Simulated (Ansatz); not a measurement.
In doubt: masses and optical values from hybrid runs of this build are listed as unsure (in some of the runs), which bears on the screening that GW takes from such a start.

Consider Diamond (Fd-3m, 2 atoms a cell).

```xyz
2
Lattice="0.0000 1.7834 1.7834 1.7834 0.0000 1.7834 1.7834 1.7834 0.0000" Properties=species:S:1:pos:R:3 pbc="T T T"
C     0.0000    0.0000    0.0000
C     0.8917    0.8917    0.8917
```

The cell and positions come from the Crystallography Open Database and are kept as given unless a step says otherwise.

Gaps computed with Ansatz 0.2.0 without a self-energy: HSE06 5.29 eV, r2SCAN 4.35 eV and PBE0 6.04 eV.

Estimate the G0W0@HSE06 gap with 8×8×8 mesh, 33 empty bands, screening to 120 eV, PAW set soft_1 files.

About 5.73 eV: on its mesh the run moves the gap from 5.29 eV by +0.45 eV. Among the scalar-relativistic levels given, PBE0 is nearest (+0.31 eV). Bands and cutoff are finite, so the gap is not at the basis limit. The miss can reach some tenths of an eV and take either sign; the mesh is an error of its own.

[Paths, hosts, dates, memory and timing lines, banners, echoed tables and standing remarks are left out of the program output.]

[Logs are printed without paths, hosts, clocks, repeated set-up lines and the standing remarks that a program may print on its own settings, such as how far it seeks lower states.]

[Runs of the session that timed out or met a known fault of the program may be left out.]

[Cells called generated may have been cut or substituted from an entry of the Crystallography Open Database or the Materials Project.]

[Hosts, paths, dates, database ids (printed as entryN), source tags and the programs' standing remarks are cut or masked in the printed files.]
